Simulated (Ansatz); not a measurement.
## Bands, cutoff and cost in G0W0 for LaGaO3 (R-3c)

How do accuracy and time trade against each other in G0W0 on LaGaO3 (R-3c)?

Method: G0W0 on r2SCAN, plane waves, PAW, in Ansatz 0.2.0.

## 1. Set-up

The structure is trigonal, space group R-3c (No. 167). Conventional cell: a = 5.543 Å, b = 5.543 Å, c = 13.433 Å, α = 90.00°, β = 90.00°, γ = 120.00°. Nearest to La lie 12 O at 2.47 to 3.08 Å. Ga has 6 O at 1.98 Å nearest. O has 2 Ga at 1.98 Å and 4 La at 2.47 to 3.08 Å nearest. Farther neighbours and most contacts between anions are not listed.

As a file:

```cif
data_structure
_symmetry_space_group_name_H-M 'P 1'
_symmetry_Int_Tables_number 1
_cell_length_a 5.5036
_cell_length_b 5.5036
_cell_length_c 5.5036
_cell_angle_alpha 60.472
_cell_angle_beta 60.472
_cell_angle_gamma 60.472
_cell_volume 119.14
loop_
_atom_site_label
_atom_site_type_symbol
_atom_site_fract_x
_atom_site_fract_y
_atom_site_fract_z
_atom_site_occupancy
La1 La 0.25000 0.25000 0.25000 1
La2 La 0.75000 0.75000 0.75000 1
Ga3 Ga 0.00000 0.00000 0.00000 1
Ga4 Ga 0.50000 0.50000 0.50000 1
O5 O 0.80480 0.69520 0.25000 1
O6 O 0.25000 0.80480 0.69520 1
O7 O 0.69520 0.25000 0.80480 1
O8 O 0.19520 0.30480 0.75000 1
O9 O 0.75000 0.19520 0.30480 1
O10 O 0.30480 0.75000 0.19520 1
```

The cell and positions come from the Crystallography Open Database and are kept as given unless a step says otherwise. Spin-orbit coupling is left out unless a step names it.

## 2. 312 empty bands, screening to 110 eV

Now the one-shot GW correction: screening in the RPA, then the self-energy of the levels asked for. This step takes hard PAW files.

Input file input.yaml:

```yaml
crystal:
  lattice:
    - [2.77145, 1.6000974035, 4.4776]
    - [-2.77145, 1.6000974035, 4.4776]
    - [0.0, -3.2001948071, 4.4776]
  atoms:
    - { symbol: La, position: [0.25, 0.25, 0.25] }
    - { symbol: La, position: [0.75, 0.75, 0.75] }
    - { symbol: Ga, position: [0.0, 0.0, 0.0] }
    - { symbol: Ga, position: [0.5, 0.5, 0.5] }
    - { symbol: O, position: [0.8048, 0.6952, 0.25] }
    - { symbol: O, position: [0.25, 0.8048, 0.6952] }
    - { symbol: O, position: [0.6952, 0.25, 0.8048] }
    - { symbol: O, position: [0.1952, 0.3048, 0.75] }
    - { symbol: O, position: [0.75, 0.1952, 0.3048] }
    - { symbol: O, position: [0.3048, 0.75, 0.1952] }
kpoints:
  mp_grid: { grid: [4, 4, 4] }
hamiltonian:
  xc: r2scan
  pseudopotentials: { kind: paw, source: ansatz }
scf:
  occupations: { method: fixed }
gw:
  n_empty_bands: 312
  ecut_chi: 110.0
  qp_bands: [v3, c3]
  qp_kpoints: band_edges
  screening: { model: contour_deformation }
```

On the command line:

```bash
$ ansatz run input.yaml --threads 4 --pin off --max-ram 138240MiB --backend cuda --events-out ev --progress --plain --runs-dir out --devices 1 --max-vram 26GiB
```

Numbers of over 12 decimals in the logs are rounded to 6 here.

Log:

```text
GPUs: using 1 of 1 available (devices: 1).
Engine: ansatz 0.2.0, x86_64-unknown-linux-gnu
Pseudopotentials: kind: paw
Pseudopotential: La, paw, valence charge 11, recommended cutoff 600 eV (normal), La.paw.azcp
Pseudopotential: Ga, paw, valence charge 21, recommended cutoff 1300 eV (meta_gga), Ga.paw.azcp
Pseudopotential: O, paw, valence charge 6, recommended cutoff 1050 eV (meta_gga), O.paw.azcp
Functional definition: r2SCAN
  parameter k0 = 0.174
  parameter k1 = 0.065
  parameter a1 = 4.9479
  exchange = r2scan_x(k0 = k0, k1 = k1, a1 = a1)
  correlation = r2scan_c
device memory: the entry about to start is reckoned to put 6.1 GiB on a device that reports 74.5 GiB free (of which the cap on the GPU budget leaves the run 26.0 GiB)
GPU FFT provider: cuFFT
GPU libraries: cuBLAS 13.8.2, cuFFT 12.4.0, cuSOLVER 12.3.4
Crystal: 10 atoms, lattice volume = 119.138 Å³
Basis set: ecut = 1300 eV, 12633 PW (Γ), exchange–correlation on 384×384×384 points (64 copies of the dense FFT grid, shifted against one another)
Bands: 60, of which v1, the nominal top of the filled ones, is band 50 counted from 1 (49 counted from 0)
Symmetry: 12 space group operations
Space group: R-3c (ITA 167), of the structure as read, at distance tolerance 4.9e-5 Å
k-points: 13 of 64
Non-local potential: La, projectors of the file, l = 0: 3, l = 1: 3, l = 2: 2, l = 3: 3
Non-local potential: Ga, projectors of the file, l = 0: 3, l = 1: 3, l = 2: 3, l = 3: 2
Non-local potential: O, projectors of the file, l = 0: 2, l = 1: 2, l = 2: 1
PAW form: soft (Blöchl's): semilocal exchange-correlation on the pseudo side does not see the compensation charge
PAW frozen core: La, regenerated for the run's functional (the file was generated under x = pbe(κ = 0.804, μ = 0.219515), c = pbe(β = 0.066725))
PAW frozen core: Ga, regenerated for the run's functional (the file was generated under x = pbe(κ = 0.804, μ = 0.219515), c = pbe(β = 0.066725))
PAW frozen core: O, regenerated for the run's functional (the file was generated under x = pbe(κ = 0.804, μ = 0.219515), c = pbe(β = 0.066725))
PAW one-centre angular grid: La, 974 points (default); XC on 224 Gauss nodes
PAW one-centre angular grid: Ga, 590 points (default); XC on 160 Gauss nodes
PAW one-centre angular grid: O, 302 points (default); XC on 160 Gauss nodes
Initial density: superposition of atomic densities (chi_scale 0.1, normalization cell, long waves kept (reshape's long-wave potential 0.00 eV rms))
Initial wavefunctions: pseudopotential atomic-orbital guess
GPU buffer pool allocated for 884736 grid points (all kernels)
GPU transforms: local potential and band sums: pruned to the plane-wave sphere, on 72×72×72
Functional: x = r2scan, c = r2scan; τ floored in thin density (d = 2e-4 eV/Å³)
SCF iter   1: F=—  HF=-32854.229240 eV  |F-HF|=—  |Δ(HF+E_count)|=         —  Δρ=9.52e-2  dr2=4.95e0  dr2_τ=5.89e-1  ethr=3.10e-3  ⟨swp⟩=4.2  Hψ=2731  notcnv=0  defer=25
preconditioner: auto → Resta (q_TF=auto, 2.650 Å⁻¹)  ε∞=6.2  [insulator: Δε(μ)=3.629 eV  Ē_g=13.372 eV  n_scr=26 (ndim 8)  ℏωp=30.4 eV  f_vac=0.000  ε∞_Penn≈6.2]
SCF iter   2: F=—  HF=-32854.031368 eV  |F-HF|=—  |Δ(HF+E_count)|=   1.98e-1  Δρ=3.42e-2  dr2=8.56e-1  dr2_τ=5.54e-1  ethr=3.10e-3  ⟨swp⟩=3.3  Hψ=1780  notcnv=0  defer=42
SCF iter   3: F=—  HF=-32854.206534 eV  |F-HF|=—  |Δ(HF+E_count)|=   1.75e-1  Δρ=1.87e-2  dr2=2.72e-1  dr2_τ=5.65e-2  ethr=8.56e-4  ⟨swp⟩=3.5  Hψ=1343  notcnv=0  defer=86
SCF iter   4: F=—  HF=-32854.265898 eV  |F-HF|=—  |Δ(HF+E_count)|=   5.94e-2  Δρ=2.59e-3  dr2=6.21e-3  dr2_τ=4.93e-3  ethr=2.72e-4  ⟨swp⟩=4.0  Hψ=1414  notcnv=0  defer=102
SCF iter   5: F=—  HF=-32854.266003 eV  |F-HF|=—  |Δ(HF+E_count)|=   1.04e-4  Δρ=1.18e-3  dr2=1.33e-3  dr2_τ=6.94e-4  ethr=6.21e-6  ⟨swp⟩=3.5  Hψ=1375  notcnv=0  defer=101
SCF iter   6: F=—  HF=-32854.265963 eV  |F-HF|=—  |Δ(HF+E_count)|=   3.97e-5  Δρ=4.22e-4  dr2=9.01e-5  dr2_τ=4.50e-5  ethr=1.33e-6  ⟨swp⟩=2.0  Hψ=1310  notcnv=0  defer=101
SCF iter   7: F=—  HF=-32854.265961 eV  |F-HF|=—  |Δ(HF+E_count)|=   1.63e-6  Δρ=7.74e-5  dr2=4.57e-6  dr2_τ=5.54e-7  ethr=9.01e-8  ⟨swp⟩=2.4  Hψ=1448  notcnv=0  defer=101
SCF iter   8: F=—  HF=-32854.265963 eV  |F-HF|=—  |Δ(HF+E_count)|=   1.48e-6  Δρ=1.72e-5  dr2=1.57e-7  dr2_τ=1.69e-8  ethr=4.57e-9  ⟨swp⟩=2.0  Hψ=1308  notcnv=0  defer=101
SCF iter   9: F=-32854.265963 eV  HF=-32854.265963 eV  |F-HF|=1.93e-9  |Δ(HF+E_count)|=   2.25e-8  Δρ=1.87e-6  dr2=4.28e-9  dr2_τ=1.23e-9  ethr=1.00e-10  ⟨swp⟩=15.0  Hψ=3686  notcnv=0
SCF 1 converged in 9 iterations: F = -32854.265963 eV  dr2 = 4.28e-9
  greatest PAW one-centre occupation: 0.995 electrons in one spin orbital (limit 2), on the Ga atom at site 3 (counted from 0), in its partial waves of l = 0
device memory: the entry about to start is reckoned to put 6.4 GiB (of the 6.6 GiB reckoned in all, the device holds 0.2 GiB already) on a device that reports 70.4 GiB free (of which the cap on the GPU budget leaves the run 25.8 GiB)
NSCF: frozen V_eff on 13 k-points
the band table was solved once the SCF had ended and its energy, with any forces and stress, was formed, with the checks that follow a solve (3181 applications of the Hamiltonian). They found nothing against the state; the energy, forces and stress were not computed again (output.eigenvalues in the input reference)
[...]
`?` marks the rows in doubt; gw_qp.tsv's column doubts and the gw_qp event give each row's grounds
    ik  band        ε_KS         Σx   Σc(E_QP)       V_xc       Z   E_QP_lin       E_QP  E_QP is
     0    48     11.2168   -28.1749     4.4181   -23.4547  0.7820    10.9138    10.9147  root
     0    49     11.2168   -28.1749     4.4181   -23.4547  0.7820    10.9138    10.9147  root
     0    50     11.2459   -26.2216     4.4924   -21.5042  0.7739    11.0203    11.0208  root
     0    51     15.7539   -13.2247    -3.8209   -18.0241  0.8333    16.7377    16.7323  root
     0    52     16.1351   -11.3860    -5.2755   -18.2286  0.8105    17.7313    17.7021  root
     0    53     16.1351   -11.3860    -5.2755   -18.2286  0.8105    17.7313    17.7021  root
     1    48     11.0566   -26.8425     4.4575   -22.1128  0.7766    10.7836    10.7844  root
     1    49     11.1924   -26.2762     4.4492   -21.5545  0.7759    10.9192    10.9199  root
     1    50     11.2188   -26.3017     4.4919   -21.5645  0.7745    10.9729    10.9735  root
     1    51     16.3457   -14.0262    -6.4421   -22.8414  0.7890    18.8175    18.7188  root
     1    52     16.3597   -15.1955    -6.9352   -24.8219  0.7807    19.1966    19.0508  root ?
     1    53     16.4822   -16.4384    -6.4690   -25.5260  0.7849    19.2263    19.1008  root ?
     2    48     10.9830   -26.5561     4.4818   -21.8031  0.7751    10.7110    10.7118  root
     2    49     11.2434   -26.3446     4.4757   -21.6008  0.7756    10.9746    10.9753  root
     2    50     11.2434   -26.3446     4.4757   -21.6008  0.7756    10.9746    10.9753  root
     2    51     16.4942   -18.5576    -8.5502   -30.5607  0.7553    20.3217    19.9472  root ?
     2    52     16.4942   -18.5576    -8.5502   -30.5607  0.7553    20.3217    19.9472  root ?
     2    53     16.5349   -18.7289    -8.6848   -30.8931  0.7527    20.4167    20.0144  root ?
     3    48     10.9043   -25.9176     4.5029   -21.1411  0.7727    10.6300    10.6308  root
     3    49     11.1152   -27.4596     4.4378   -22.7374  0.7788    10.8300    10.8308  root
     3    50     11.2565   -27.2075     4.4648   -22.4680  0.7778    10.9811    10.9818  root
     3    51     16.3900   -15.4680    -7.1508   -25.3992  0.7778    19.3363    19.1705  root ?
     3    52     16.4536   -16.0643    -7.2362   -26.1739  0.7750    19.5099    19.3270  root ?
     3    53     16.5408   -19.6745    -9.1943   -32.5223  0.7461    20.6955    20.1943  root ?
     4    48     10.7358   -26.1504     4.4987   -21.3338  0.7740    10.4168    10.4179  root
     4    49     10.8808   -26.2664     4.4964   -21.4565  0.7746    10.5663    10.5674  root
     4    50     11.3439   -26.7692     4.4871   -22.0215  0.7764    11.0826    11.0833  root
     4    51     16.5024   -19.2530    -8.9289   -31.7681  0.7499    20.5357    20.0886  root ?
     4    52     16.5163   -19.0508    -8.8414   -31.4369  0.7507    20.4920    20.0610  root ?
     4    53     16.5446   -19.4925    -9.0430   -32.1490  0.7478    20.6304    20.1580  root ?
     5    48     10.8456   -25.9088     4.5188   -21.0841  0.7726    10.5387    10.5397  root
     5    49     10.8821   -26.1229     4.4963   -21.3354  0.7732    10.5900    10.5909  root
     5    50     11.3558   -26.5800     4.4843   -21.8497  0.7759    11.1091    11.1097  root
     5    51     16.4784   -17.5363    -8.0309   -28.8054  0.7626    20.0067    19.7165  root ?
     5    52     16.4869   -18.5116    -8.5032   -30.4551  0.7557    20.2949    19.9272  root ?
     5    53     16.5594   -19.7281    -9.1897   -32.5689  0.7457    20.7132    20.2104  root ?
     6    48     10.5904   -25.4815     4.5222   -20.6076  0.7719    10.2373    10.2387  root
     6    49     11.1535   -28.5409     4.4135   -23.8218  0.7828    10.8471    10.8479  root
[...]
6    51     16.4939   -19.4503    -9.0878   -32.1730  0.7481    20.6052    20.1288  root ?
     6    52     16.5081   -19.4655    -9.0654   -32.1590  0.7482    20.6092    20.1363  root ?
     6    53     16.5248   -19.4284    -9.0607   -32.1047  0.7480    20.6134    20.1404  root ?
[...]
7    51     16.3824   -14.4527    -6.6215   -23.5602  0.7855    18.9834    18.8684  root ?
     7    52     16.3824   -14.4527    -6.6215   -23.5602  0.7855    18.9834    18.8684  root ?
     7    53     16.5932   -19.7794    -9.2344   -32.6621  0.7447    20.7557    20.2415  root ?
[...]
8    51     16.4952   -17.8615    -8.1592   -29.3184  0.7606    20.1047    19.7929  root ?
     8    52     16.5147   -18.7674    -8.6623   -30.9132  0.7530    20.3959    19.9981  root ?
     8    53     16.5424   -19.1284    -8.8579   -31.5333  0.7501    20.5268    20.0895  root ?
[...]
9    51     16.4871   -18.9296    -8.7641   -31.2240  0.7522    20.4314    20.0175  root ?
[...]
10    49     10.8040   -26.9760     4.4788   -22.1854  0.7764    10.4912    10.4922  root
    10    50     11.1585   -26.5665     4.4518   -21.8427  0.7760    10.8858    10.8865  root
[...]
10    52     16.5262   -19.0330    -8.8066   -31.3740  0.7512    20.4858    20.0606  root ?
    10    53     16.5641   -19.4319    -9.0414   -32.0698  0.7475    20.6336    20.1607  root ?
    11    48     10.7302   -26.5697     4.4537   -21.7942  0.7761    10.4074    10.4085  root
    11    49     10.9627   -26.0333     4.5056   -21.2226  0.7736    10.6566    10.6576  root
    11    50     10.9627   -26.0333     4.5056   -21.2226  0.7736    10.6566    10.6576  root
    11    51     16.5204   -19.4829    -9.0357   -32.1353  0.7479    20.6082    20.1371  root ?
    11    52     16.5204   -19.4829    -9.0357   -32.1353  0.7479    20.6082    20.1371  root ?
    11    53     16.5994   -19.6468    -9.0844   -32.3449  0.7463    20.7009    20.2131  root ?
    12    48     10.8611   -26.1364     4.4508   -21.3785  0.7750    10.5530    10.5540  root
    12    49     10.8611   -26.1364     4.4508   -21.3785  0.7750    10.5530    10.5540  root
    12    50     10.8611   -26.1364     4.4508   -21.3785  0.7750    10.5530    10.5540  root
    12    51     16.5884   -18.7643    -8.6707   -30.8944  0.7518    20.4513    20.0478  root ?
    12    52     16.5884   -18.7643    -8.6707   -30.8944  0.7518    20.4513    20.0478  root ?
    12    53     16.5884   -18.7643    -8.6707   -30.8944  0.7518    20.4513    20.0478  root ?
[key lines of the parts left out:]
SCF converged after 9 iterations
Free energy (F): -32854.265963 eV
Fermi energy:    11.384375 eV
```

The job ended after 69 s (1 × NVIDIA H100 80GB HBM3 (shared by 3 runs) with 4 threads of AMD EPYC 7R13 (Zen 3), shared host; peak memory 5.1 GiB).

This step gave:

```
bands summed                                 : 362
RPA ε∞ on this mesh (eigenvalues)            : 4.255, 4.424, 4.424
plane waves in the screening matrix          : 331
q-points in the mesh                         : 64
G0W0 gap on the mesh                         : 5.605 eV
k of the valence top                         : 0, -0.5, -0.5
k of the conduction bottom                   : 0, 0, 0
starting gap on the mesh                     : 4.369 eV
Z at the valence top                         : 0.7749
Z at the conduction bottom                   : 0.8333
least direct G0W0 gap on the computed points : 5.711 eV
```

The gap on the mesh goes from 4.37 eV to 5.61 eV, a correction of +1.24 eV. Between the two edge states, bare exchange in place of the xc potential would open the gap by 9.55 eV, and correlation takes back 8.32 eV.

## 3. 708 empty bands, screening to 190 eV

Another rung: the empty bands reach about as high as the screening cutoff, so the two stay in balance.

Changes to input.yaml since step 2:

```diff
@@ -24,4 +24,4 @@
 gw:
-  n_empty_bands: 312
-  ecut_chi: 110.0
+  n_empty_bands: 708
+  ecut_chi: 190.0
   qp_bands: [v3, c3]
```

Log:

```text
GPUs: using 1 of 1 available (devices: 1).
[...]
GPU FFT provider: cuFFT
GPU libraries: cuBLAS 13.8.2, cuFFT 12.4.0, cuSOLVER 12.3.4
Crystal: 10 atoms, lattice volume = 119.138 Å³
Basis set: ecut = 1300 eV, 12633 PW (Γ), exchange–correlation on 384×384×384 points (64 copies of the dense FFT grid, shifted against one another)
Bands: 60, of which v1, the nominal top of the filled ones, is band 50 counted from 1 (49 counted from 0)
Symmetry: 12 space group operations
[...]
k-points: 13 of 64
[...]
GPU buffer pool allocated for 884736 grid points (all kernels)
[...]
SCF iter   1: F=—  HF=-32854.229240 eV  |F-HF|=—  |Δ(HF+E_count)|=         —  Δρ=9.52e-2  dr2=4.95e0  dr2_τ=5.89e-1  ethr=3.10e-3  ⟨swp⟩=4.2  Hψ=2731  notcnv=0  defer=25
[...]
SCF iter   9: F=-32854.265963 eV  HF=-32854.265963 eV  |F-HF|=1.93e-9  |Δ(HF+E_count)|=   2.25e-8  Δρ=1.87e-6  dr2=4.28e-9  dr2_τ=1.23e-9  ethr=1.00e-10  ⟨swp⟩=15.0  Hψ=3686  notcnv=0
SCF 1 converged in 9 iterations: F = -32854.265963 eV  dr2 = 4.28e-9
[...]
NSCF: frozen V_eff on 13 k-points
[...]
G₀W₀ screening: q 1/13
[... further progress lines ...]
[...]
SCF converged after 9 iterations
Free energy (F): -32854.265963 eV
[...]
Internal energy: -32854.265963 eV  (E = F + TS)
E sigma→0 (E₀):  -32854.265963 eV
Fermi energy:    11.384375 eV
[...]
--- Band table (eV; the first three rows and the last of 13) ---
[...]
0    52     16.1351   -11.3860    -5.4605   -18.2286  0.8086    17.5395    17.5171  root
     0    53     16.1351   -11.3860    -5.4605   -18.2286  0.8086    17.5395    17.5171  root
     1    48     11.0566   -26.8425     4.1608   -22.1128  0.7727    10.4843    10.4877  root
     1    49     11.1924   -26.2762     4.1447   -21.5545  0.7720    10.6120    10.6155  root
[...]
1    52     16.3597   -15.1955    -7.1409   -24.8219  0.7780    18.9676    18.8452  root ?
     1    53     16.4822   -16.4384    -6.7069   -25.5260  0.7819    18.9641    18.8628  root ?
[...]
2    51     16.4942   -18.5576    -8.7574   -30.5607  0.7520    20.0606    19.7400  root ?
     2    52     16.4942   -18.5576    -8.7574   -30.5607  0.7520    20.0606    19.7400  root ?
     2    53     16.5349   -18.7289    -8.8925   -30.8931  0.7492    20.1500    19.8066  root ?
[...]
3    51     16.3900   -15.4680    -7.3570   -25.3992  0.7750    19.1039    18.9642  root ?
     3    52     16.4536   -16.0643    -7.4461   -26.1739  0.7721    19.2714    19.1171  root ?
     3    53     16.5408   -19.6745    -9.3963   -32.5223  0.7425    20.4205    19.9923  root ?
[...]
11    50     10.9627   -26.0333     4.2146   -21.2226  0.7696    10.3626    10.3665  root
[...]
11    53     16.5994   -19.6468    -9.2876   -32.3449  0.7427    20.4255    20.0098  root ?
    12    48     10.8611   -26.1364     4.1578   -21.3785  0.7711    10.2570    10.2610  root
    12    49     10.8611   -26.1364     4.1578   -21.3785  0.7711    10.2570    10.2610  root
    12    50     10.8611   -26.1364     4.1578   -21.3785  0.7711    10.2570    10.2610  root
    12    51     16.5884   -18.7643    -8.8782   -30.8944  0.7483    20.1839    19.8403  root ?
    12    52     16.5884   -18.7643    -8.8782   -30.8944  0.7483    20.1839    19.8403  root ?
    12    53     16.5884   -18.7643    -8.8782   -30.8944  0.7483    20.1839    19.8403  root ?
```

The job ended after 2 min (1 × NVIDIA H100 80GB HBM3 (shared by 3 runs) with 4 threads; peak memory 7 GiB; 3.5 min of CPU time).

Numbers from this step:

- bands summed: 758
- RPA ε∞ on this mesh (eigenvalues): 4.247, 4.416, 4.416
- plane waves in the screening matrix: 725
- q-points in the mesh: 64
- G0W0 gap on the mesh: 5.665 eV
- k of the valence top: 0, -0.5, -0.5
- k of the conduction bottom: 0, 0, 0
- starting gap on the mesh: 4.369 eV
- Z at the valence top: 0.7708
- Z at the conduction bottom: 0.8310
- least direct G0W0 gap on the computed points: 5.783 eV

Against the run with 4×4×4 mesh, 312 empty bands, screening to 110 eV, hard PAW files, the gap moves by +0.06 eV.

## 4. 1200 empty bands, screening to 270 eV

Changes to input.yaml since step 3:

```diff
@@ -24,4 +24,4 @@
 gw:
-  n_empty_bands: 708
-  ecut_chi: 190.0
+  n_empty_bands: 1200
+  ecut_chi: 270.0
   qp_bands: [v3, c3]
```

Log:

```text
GPUs: using 1 of 1 available (devices: 1).
[...]
GPU FFT provider: cuFFT
GPU libraries: cuBLAS 13.8.2, cuFFT 12.4.0, cuSOLVER 12.3.4
Crystal: 10 atoms, lattice volume = 119.138 Å³
Basis set: ecut = 1300 eV, 12633 PW (Γ), exchange–correlation on 384×384×384 points (64 copies of the dense FFT grid, shifted against one another)
Bands: 60, of which v1, the nominal top of the filled ones, is band 50 counted from 1 (49 counted from 0)
[...]
12    49     10.8611   -26.1364     3.9897   -21.3785  0.7695    10.0863    10.0929  root
    12    50     10.8611   -26.1364     3.9897   -21.3785  0.7695    10.0863    10.0929  root
    12    51     16.5884   -18.7643    -8.9428   -30.8944  0.7481    20.0767    19.7757  root ?
    12    52     16.5884   -18.7643    -8.9428   -30.8944  0.7481    20.0767    19.7757  root ?
    12    53     16.5884   -18.7643    -8.9428   -30.8944  0.7481    20.0767    19.7757  root ?
[key lines of the parts left out:]
SCF converged after 9 iterations
Free energy (F): -32854.265963 eV
Fermi energy:    11.384375 eV
```

Wall time 3.7 min (1 × NVIDIA H100 80GB HBM3 (shared by 3 runs) with 4 threads); peak memory 9.7 GiB; 6.8 min of CPU time.

Numbers from this step:

```
bands summed                                 : 1250
RPA ε∞ on this mesh (eigenvalues)            : 4.241, 4.408, 4.408
plane waves in the screening matrix          : 1241
G0W0 gap on the mesh                         : 5.704 eV
k of the valence top                         : 0, -0.5, -0.5
k of the conduction bottom                   : 0, 0, 0
starting gap on the mesh                     : 4.369 eV
least direct G0W0 gap on the computed points : 5.825 eV
```

Against the run with 4×4×4 mesh, 708 empty bands, screening to 190 eV, hard PAW files, the gap moves by +0.04 eV.

[end of part 1 of 2]

[Paths, hosts, dates, memory and timing lines, banners, echoed tables and standing remarks are left out of the program output.]

[Logs are printed without paths, hosts, clocks, repeated set-up lines and the standing remarks that a program may print on its own settings, such as how far it seeks lower states.]

[Runs of the session that timed out or met a known fault of the program may be left out.]

[Cells called generated may have been cut or substituted from an entry of the Crystallography Open Database or the Materials Project.]

[Hosts, paths, dates, database ids (printed as entryN), source tags and the programs' standing remarks are cut or masked in the printed files.]
